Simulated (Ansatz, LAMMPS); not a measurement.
# Elastic response of glassy 67P2O5-20BaO-13Al2O3 (mol %) (86 atoms), part 4 of 4

How stiff is glassy 67P2O5-20BaO-13Al2O3 (mol %) (86 atoms), and how do its levels respond to strain?

Ansatz 0.2.0; Kohn-Sham DFT, PBEsol, PAW (set soft_1), plane waves.

The cell: 20 P, 3 Ba, 4 Al and 59 O. The quench rate of 20 K/ps is orders of magnitude faster than experiment. The network of bonds at the start is that of the classical potential that made the cell. Only the Γ point is sampled. No spin–orbit coupling is included.

So far. Step 9 (Volume -10 %): The relaxation converged after 14 steps, 5.91 eV below its start, with a largest force component of 0.044 eV/Å. Step 9 (Volume -10 %): Volume -10 %: the energy stands 1.22 eV above that of the reference, at a pressure of 3.49 GPa.

**10. Stretched by 1 % along x**

The relaxed cell is strained along x alone, which gives the stiffness along x and its coupling to y and z.

File input.yaml:

```yaml
crystal:
  lattice:
    - [10.76825, -0.28519, -0.5415]
    - [-0.28804, 11.14324, 0.2763]
    - [-0.54692, 0.2763, 10.49658]
  atoms:
    [... the 86 atom lines of step 4 ...]
kpoints:
  mp_grid: { grid: [1, 1, 1] }
hamiltonian:
  xc: pbesol
  pseudopotentials: { kind: paw, azcp: { folder: soft_1 }, xc_functional: pbe }
scf:
  occupations: { method: fermi_dirac, width: 0.05 }
output:
  forces: true
  eigenvalues: true
  stress: true
relax:
  f_tol: 0.05
  max_steps: 70
```

Command:

```
ansatz run input.yaml --threads 4 --pin off --max-ram 8192MiB --backend cpu --events-out ev --progress --plain --runs-dir out
```

Numbers of over 12 decimals in the logs are rounded to 6 here.

The program printed:

```text
[...]
Crystal: 86 atoms, lattice volume = 1254.620 Å³
Basis set: ecut = 420 eV, 24547 PW (Γ), exchange–correlation on 150×150×144 points (8 copies of the dense FFT grid, shifted against one another)
Bands: 334, of which v1, the nominal top of the filled ones, is band 248 counted from 1 (247 counted from 0)
Symmetry: 1 space group operations
[...]
k-points: 1
[...]
SCF iter   1: F=—  HF=-67679.398832 eV  |F-HF|=—  |Δ(HF+E_count)|=         —  Δρ=1.02e-1  dr2=1.61e2  ethr=3.10e-3  ⟨swp⟩=12.0  Hψ=2418  notcnv=0  defer=40
[...]
SCF iter   9: F=—  HF=-67629.072393 eV  |F-HF|=—  |Δ(HF+E_count)|=   5.38e-4  Δρ=1.23e-4  dr2=1.65e-4  ethr=8.01e-8  ⟨swp⟩=3.0  Hψ=500  notcnv=0  defer=78
SCF iter  10: F=-67629.072396 eV  HF=-67629.072391 eV  |F-HF|=5.28e-6  |Δ(HF+E_count)|=   2.43e-6  Δρ=2.88e-5  dr2=1.22e-5  ethr=1.26e-8  ⟨swp⟩=26.0  Hψ=3112  notcnv=0
SCF 1 converged in 10 iterations: F = -67629.072396 eV  dr2 = 1.22e-5
[...]
relax step   1: F+E_penalty+E_count = -67629.07239594 eV  Δ(F+E_penalty+E_count) = +0.000e0 eV  max|allowed force component| = 8.716e-1 eV/Å  Δτ_max = 0.0000 Å  (10 SCF iters, dr2 threshold 6.25e-5 eV, accepted)
[...]
relax step   2: F+E_penalty+E_count = -67629.13066856 eV  Δ(F+E_penalty+E_count) = -5.827e-2 eV  max|allowed force component| = 4.413e-1 eV/Å  Δτ_max = 0.0551 Å  (5 SCF iters, dr2 threshold 4.75e-5 eV, accepted)
[...]
relax step   3: F+E_penalty+E_count = -67629.16340514 eV  Δ(F+E_penalty+E_count) = -3.274e-2 eV  max|allowed force component| = 1.440e-1 eV/Å  Δτ_max = 0.0292 Å  (6 SCF iters, dr2 threshold 1.22e-5 eV, accepted)
relax step   4: F+E_penalty+E_count = -67629.16790930 eV  Δ(F+E_penalty+E_count) = -4.504e-3 eV  max|allowed force component| = 7.255e-2 eV/Å  Δτ_max = 0.0242 Å  (7 SCF iters, accepted)
relax step   5: F+E_penalty+E_count = -67629.17010143 eV  Δ(F+E_penalty+E_count) = -2.192e-3 eV  max|allowed force component| = 5.974e-2 eV/Å  Δτ_max = 0.0108 Å  (7 SCF iters, accepted)
relax step   6: F+E_penalty+E_count = -67629.17393131 eV  Δ(F+E_penalty+E_count) = -3.830e-3 eV  max|allowed force component| = 5.701e-2 eV/Å  Δτ_max = 0.0285 Å  (8 SCF iters, accepted)
relax step   7: F+E_penalty+E_count = -67629.16542019 eV  Δ(F+E_penalty+E_count) = +8.511e-3 eV  max|allowed force component| = 1.094e-1 eV/Å  Δτ_max = 0.0803 Å  (9 SCF iters, rejected (line search))
[...]
relax step   8: F+E_penalty+E_count = -67629.17540498 eV  Δ(F+E_penalty+E_count) = -1.474e-3 eV  max|allowed force component| = 3.069e-2 eV/Å  Δτ_max = 0.0212 Å  (9 SCF iters, accepted)
SCF converged after 9 iterations
Free energy (F): -67629.175405 eV
[...]
Internal energy: -67629.175405 eV  (E = F + TS)
E sigma→0 (E₀):  -67629.175405 eV
Fermi energy:    5.091133 eV
[...]
Σ components = -67629.175405   (vs F -67629.175405, Δ=0.00e0)
--- Forces (eV/Å), atoms counted from 1 ---
  atom   1  P      0.01684045    -0.00730413     0.01668904
  atom   2  P      0.00255843    -0.01134662    -0.01773959
  atom   3  P      0.01656149    -0.01024543     0.00729725
  atom   4  P     -0.00713439     0.00253325    -0.00520325
[...]
atom  86  O     -0.00465726     0.00515335     0.00728544
  max |Σ_I F_I| component: 4.65e-5 eV/Å
--- Stress (GPa, compression-positive) ---
       -0.668260      -0.044084      -0.027275
       -0.044084      -0.151703       0.002730
       -0.027273       0.002729      -0.158604
  P = ⅓ Tr σ = -0.3262 GPa (-3.262 kbar)
--- Band table (eV) ---
[...]
--- Relaxed structure (8 steps of the walk, 7 accepted, 0 SCFs on fresh bases) ---
  F+E_penalty+E_count = -67629.17540498 eV   max|allowed force component| = 3.069e-2 eV/Å
  atoms:
    - { symbol: P, position: [0.086167, 0.587942, 0.141772] }
    - { symbol: P, position: [0.830679, 0.109043, 0.782608] }
    - { symbol: P, position: [0.210416, 0.949802, 0.470418] }
    - { symbol: P, position: [0.155992, 0.196060, 0.055597] }
[...]
- { symbol: O, position: [0.925649, 0.073013, 0.697775] }
```

The job ended after 2.2 min (4 threads of Arm Neoverse V1, shared host; peak memory 1.5 GiB).

The relaxation converged after 8 steps, 0.103 eV below its start, with a largest force component of 0.031 eV/Å.

Stretched by 1 % along x: the energy stands 0.0207 eV above that of the reference, at a pressure of -0.326 GPa.

**11. Compressed by 1 % along x**

The relaxed cell is strained along x alone, which gives the stiffness along x and its coupling to y and z.

input.yaml, the sections that differ from step 10:

```yaml
crystal:
  lattice:
    - [10.55501, -0.28519, -0.5415]
    - [-0.28234, 11.14324, 0.2763]
    - [-0.53608, 0.2763, 10.49658]
  atoms:
    [... the 86 atom lines of step 4 ...]
# kpoints, hamiltonian, scf, output, relax: as in step 10
```

The program printed:

```text
[...]
Crystal: 86 atoms, lattice volume = 1229.775 Å³
Basis set: ecut = 420 eV, 24033 PW (Γ), exchange–correlation on 144×150×144 points (8 copies of the dense FFT grid, shifted against one another)
Bands: 334, of which v1, the nominal top of the filled ones, is band 248 counted from 1 (247 counted from 0)
Symmetry: 1 space group operations
[...]
k-points: 1
[...]
SCF iter   1: F=—  HF=-67680.689513 eV  |F-HF|=—  |Δ(HF+E_count)|=         —  Δρ=1.05e-1  dr2=1.63e2  ethr=3.10e-3  ⟨swp⟩=12.0  Hψ=2412  notcnv=0  defer=43
[...]
SCF iter   9: F=—  HF=-67629.067695 eV  |F-HF|=—  |Δ(HF+E_count)|=   4.73e-4  Δρ=1.21e-4  dr2=1.51e-4  ethr=7.03e-8  ⟨swp⟩=3.0  Hψ=500  notcnv=0  defer=79
SCF iter  10: F=-67629.067697 eV  HF=-67629.067690 eV  |F-HF|=6.83e-6  |Δ(HF+E_count)|=   5.04e-6  Δρ=2.49e-5  dr2=9.52e-6  ethr=1.26e-8  ⟨swp⟩=26.0  Hψ=3210  notcnv=0
SCF 1 converged in 10 iterations: F = -67629.067697 eV  dr2 = 9.52e-6
[...]
relax step   1: F+E_penalty+E_count = -67629.06769675 eV  Δ(F+E_penalty+E_count) = +0.000e0 eV  max|allowed force component| = 9.383e-1 eV/Å  Δτ_max = 0.0000 Å  (10 SCF iters, dr2 threshold 6.25e-5 eV, accepted)
[...]
relax step   2: F+E_penalty+E_count = -67629.12907629 eV  Δ(F+E_penalty+E_count) = -6.138e-2 eV  max|allowed force component| = 4.514e-1 eV/Å  Δτ_max = 0.0447 Å  (5 SCF iters, dr2 threshold 5.50e-5 eV, accepted)
[...]
relax step   3: F+E_penalty+E_count = -67629.15841557 eV  Δ(F+E_penalty+E_count) = -2.934e-2 eV  max|allowed force component| = 1.417e-1 eV/Å  Δτ_max = 0.0330 Å  (6 SCF iters, dr2 threshold 1.27e-5 eV, accepted)
relax step   4: F+E_penalty+E_count = -67629.10338914 eV  Δ(F+E_penalty+E_count) = +5.503e-2 eV  max|allowed force component| = 2.969e-1 eV/Å  Δτ_max = 0.1068 Å  (10 SCF iters, rejected (line search))
relax step   5: F+E_penalty+E_count = -67629.16637887 eV  Δ(F+E_penalty+E_count) = -7.963e-3 eV  max|allowed force component| = 7.553e-2 eV/Å  Δτ_max = 0.0333 Å  (9 SCF iters, accepted)
relax step   6: F+E_penalty+E_count = -67629.16598454 eV  Δ(F+E_penalty+E_count) = +3.943e-4 eV  max|allowed force component| = 6.692e-2 eV/Å  Δτ_max = 0.0386 Å  (9 SCF iters, rejected (line search))
[...]
relax step   7: F+E_penalty+E_count = -67629.16881473 eV  Δ(F+E_penalty+E_count) = -2.436e-3 eV  max|allowed force component| = 2.071e-2 eV/Å  Δτ_max = 0.0175 Å  (7 SCF iters, accepted)
SCF converged after 7 iterations
Free energy (F): -67629.168815 eV
[...]
Internal energy: -67629.168815 eV  (E = F + TS)
E sigma→0 (E₀):  -67629.168815 eV
Fermi energy:    5.286411 eV
[...]
Σ components = -67629.168815   (vs F -67629.168815, Δ=0.00e0)
--- Forces (eV/Å), atoms counted from 1 ---
  atom   1  P      0.00098777     0.00770100    -0.00333255
  atom   2  P      0.00837813     0.00020932     0.01040295
  atom   3  P     -0.00754667     0.00794304    -0.00324281
  atom   4  P     -0.00147774     0.00103388    -0.00981388
[...]
atom  86  O     -0.00128013    -0.00028087     0.00127127
  max |Σ_I F_I| component: 2.26e-4 eV/Å
--- Stress (GPa, compression-positive) ---
        0.724677       0.022533       0.032478
        0.022532       0.151676      -0.013806
        0.032480      -0.013808       0.234187
  P = ⅓ Tr σ = 0.3702 GPa (3.702 kbar)
--- Band table (eV) ---
[...]
--- Relaxed structure (7 steps of the walk, 5 accepted, 0 SCFs on fresh bases) ---
  F+E_penalty+E_count = -67629.16881473 eV   max|allowed force component| = 2.071e-2 eV/Å
  atoms:
    - { symbol: P, position: [0.084453, 0.587739, 0.142347] }
    - { symbol: P, position: [0.831322, 0.109258, 0.782945] }
    - { symbol: P, position: [0.213251, 0.945272, 0.466763] }
    - { symbol: P, position: [0.153079, 0.199566, 0.055639] }
[...]
- { symbol: O, position: [0.927610, 0.073661, 0.697201] }
```

Elapsed: 1.9 min, on 4 threads; peak memory 1.5 GiB; 7.2 min of CPU time.

The relaxation converged after 7 steps, 0.101 eV below its start, with a largest force component of 0.021 eV/Å.

Compressed by 1 % along x: the energy stands 0.0273 eV above that of the reference, at a pressure of 0.370 GPa.

**12. Sheared by 2 % in xy**

A shear of the relaxed cell gives the modulus that volume changes can't reach.

input.yaml, the sections that differ from step 11:

```yaml
crystal:
  lattice:
    - [10.65878, -0.17857, -0.5415]
    - [-0.17376, 11.14039, 0.2763]
    - [-0.53874, 0.27088, 10.49658]
  atoms:
    [... the 86 atom lines of step 4 ...]
# kpoints, hamiltonian, scf, output, relax: as in step 11
```

The program printed:

```text
[...]
Crystal: 86 atoms, lattice volume = 1242.074 Å³
Basis set: ecut = 420 eV, 24289 PW (Γ), exchange–correlation on 144×150×144 points (8 copies of the dense FFT grid, shifted against one another)
Bands: 334, of which v1, the nominal top of the filled ones, is band 248 counted from 1 (247 counted from 0)
Symmetry: 1 space group operations
[...]
k-points: 1
[...]
SCF iter   1: F=—  HF=-67680.207934 eV  |F-HF|=—  |Δ(HF+E_count)|=         —  Δρ=1.04e-1  dr2=1.62e2  ethr=3.10e-3  ⟨swp⟩=12.0  Hψ=2383  notcnv=0  defer=41
[...]
SCF iter   9: F=—  HF=-67629.039091 eV  |F-HF|=—  |Δ(HF+E_count)|=   4.83e-4  Δρ=1.20e-4  dr2=1.51e-4  ethr=7.19e-8  ⟨swp⟩=3.0  Hψ=515  notcnv=0  defer=78
SCF iter  10: F=-67629.039092 eV  HF=-67629.039086 eV  |F-HF|=6.34e-6  |Δ(HF+E_count)|=   5.85e-6  Δρ=2.58e-5  dr2=1.00e-5  ethr=1.26e-8  ⟨swp⟩=27.0  Hψ=3012  notcnv=0
SCF 1 converged in 10 iterations: F = -67629.039092 eV  dr2 = 1.00e-5
[...]
relax step   1: F+E_penalty+E_count = -67629.03909195 eV  Δ(F+E_penalty+E_count) = +0.000e0 eV  max|allowed force component| = 7.366e-1 eV/Å  Δτ_max = 0.0000 Å  (10 SCF iters, dr2 threshold 6.25e-5 eV, accepted)
[...]
relax step   2: F+E_penalty+E_count = -67629.11914328 eV  Δ(F+E_penalty+E_count) = -8.005e-2 eV  max|allowed force component| = 3.904e-1 eV/Å  Δτ_max = 0.0830 Å  (6 SCF iters, dr2 threshold 3.39e-5 eV, accepted)
[...]
relax step   3: F+E_penalty+E_count = -67629.15801859 eV  Δ(F+E_penalty+E_count) = -3.888e-2 eV  max|allowed force component| = 1.726e-1 eV/Å  Δτ_max = 0.0354 Å  (6 SCF iters, dr2 threshold 9.53e-6 eV, accepted)
relax step   4: F+E_penalty+E_count = -67629.16345750 eV  Δ(F+E_penalty+E_count) = -5.439e-3 eV  max|allowed force component| = 8.884e-2 eV/Å  Δτ_max = 0.0225 Å  (6 SCF iters, dr2 threshold 5.83e-6 eV, accepted)
[...]
relax step   5: F+E_penalty+E_count = -67629.16553447 eV  Δ(F+E_penalty+E_count) = -2.077e-3 eV  max|allowed force component| = 4.756e-2 eV/Å  Δτ_max = 0.0071 Å  (7 SCF iters, accepted)
SCF converged after 7 iterations
Free energy (F): -67629.165534 eV
[...]
Internal energy: -67629.165534 eV  (E = F + TS)
E sigma→0 (E₀):  -67629.165534 eV
Fermi energy:    5.183296 eV
[...]
Σ components = -67629.165534   (vs F -67629.165534, Δ=0.00e0)
--- Forces (eV/Å), atoms counted from 1 ---
  atom   1  P     -0.02880549     0.02140063     0.02180311
  atom   2  P      0.04755802    -0.00309338    -0.00504892
  atom   3  P      0.01274199    -0.00949019    -0.01506599
  atom   4  P      0.02606025    -0.02759986     0.02092049
[...]
atom  86  O     -0.02661807    -0.00911837    -0.00067500
  max |Σ_I F_I| component: 4.92e-5 eV/Å
--- Stress (GPa, compression-positive) ---
       -0.068863      -0.432703       0.032336
       -0.432704      -0.121609       0.062232
        0.032339       0.062230      -0.097114
  P = ⅓ Tr σ = -0.0959 GPa (-0.959 kbar)
--- Band table (eV) ---
[...]
--- Relaxed structure (5 steps of the walk, 5 accepted, 0 SCFs on fresh bases) ---
  F+E_penalty+E_count = -67629.16553447 eV   max|allowed force component| = 4.756e-2 eV/Å
  atoms:
    - { symbol: P, position: [0.083811, 0.590572, 0.142602] }
    - { symbol: P, position: [0.830663, 0.108226, 0.781417] }
    - { symbol: P, position: [0.216254, 0.947695, 0.467967] }
    - { symbol: P, position: [0.153299, 0.200400, 0.055138] }
[...]
- { symbol: O, position: [0.926052, 0.072517, 0.694836] }
```

It took 79 s on 4 threads; peak memory 1.5 GiB; 5 min of CPU time.

The relaxation converged after 5 steps, 0.126 eV below its start, with a largest force component of 0.048 eV/Å.

Sheared by 2 % in xy: the energy stands 0.0306 eV above that of the reference, at a pressure of -0.0959 GPa.

**13. Pressure against volume**

Atoms are relaxed at each volume, in the scaled cell.

| volume change (%) | volume (Å³/atom) | energy change (meV/atom) | pressure (GPa) | largest move on relaxing (Å) | bonds | gap (eV) |
| --- | --- | --- | --- | --- | --- | --- |
| -10 | 13.000 | 14.17 | 3.49 | 0.37 | 119 | 4.67 |
| -6 | 13.577 | 4.52 | 1.80 | 0.27 | 119 | 4.56 |
| -3 | 14.011 | 1.10 | 0.83 | 0.12 | 119 | 4.47 |
| +0 | 14.444 | 0.00 | -0.02 | - | 118 | 4.37 |
| +3 | 14.877 | 0.86 | -0.64 | 0.18 | 118 | 4.28 |
| +6 | 15.311 | 2.95 | -0.93 | 0.48 | 117 | 4.19 |

**14. Uniaxial strain and shear**

Stress (GPa, compression positive) less that of the relaxed cell, atoms relaxed:

| strain | xx | yy | zz | xy | energy change (meV/atom) |
| --- | --- | --- | --- | --- | --- |
| stretched by 1 % along x | -0.644 | -0.136 | -0.134 | -0.047 | 0.24 |
| compressed by 1 % along x | 0.749 | 0.168 | 0.259 | 0.020 | 0.32 |
| sheared by 2 % in xy | -0.044 | -0.105 | -0.072 | -0.436 | 0.36 |

**15. What came out**

The bulk modulus, from the slope of pressure against ln V over the three points nearest the relaxed volume, is 24.6 GPa; a quadratic over all points gives a pressure derivative of about 8.9. The count of bonds runs from 117 to 119 over the series, so at some points contacts cross the cutoffs. The gap goes from 4.67 eV at the smallest volume to 4.19 eV at the largest, -2.9 eV per unit of ln V by a straight line, on the run's k-points. In the Cartesian axes of the cell, finite differences give C11 = 69.6, C12 = 15.2, C13 = 19.6 and C66 = 21.8 GPa (the shear of 2 % is the engineering strain, εxy = 0.01). The mean of C11, C12 and C13, which equals the bulk modulus in a cubic or isotropic solid, is 34.8 GPa: it lies 41 % over the bulk modulus from the volumes. For an isotropic solid C66 would equal (C11 − C12)/2 = 27.2 GPa; so small a sample needn't be isotropic, and C66 rests on one shear. With the bulk modulus and C66 as K and G, Young's modulus would be about 50 GPa and Poisson's ratio 0.16.

Caveats: Strains are finite and relaxations stop at the force tolerance of the input, which can leave moduli too stiff; they are those of a static cell at zero temperature. Volumes are changed with the cell's shape held, so in an anisotropic solid the modulus lies over the one under free hydrostatic load. The program notes that the SCF threshold of the relaxations is loose for the stress.

The DFT runs together took 33 min of wall time.

[Logs are printed without paths, hosts, clocks, repeated set-up lines and the standing remarks that a program may print on its own settings, such as how far it seeks lower states.]

[Hosts, paths, dates, database ids (printed as entryN), source tags and the programs' standing remarks are cut or masked in the printed files.]
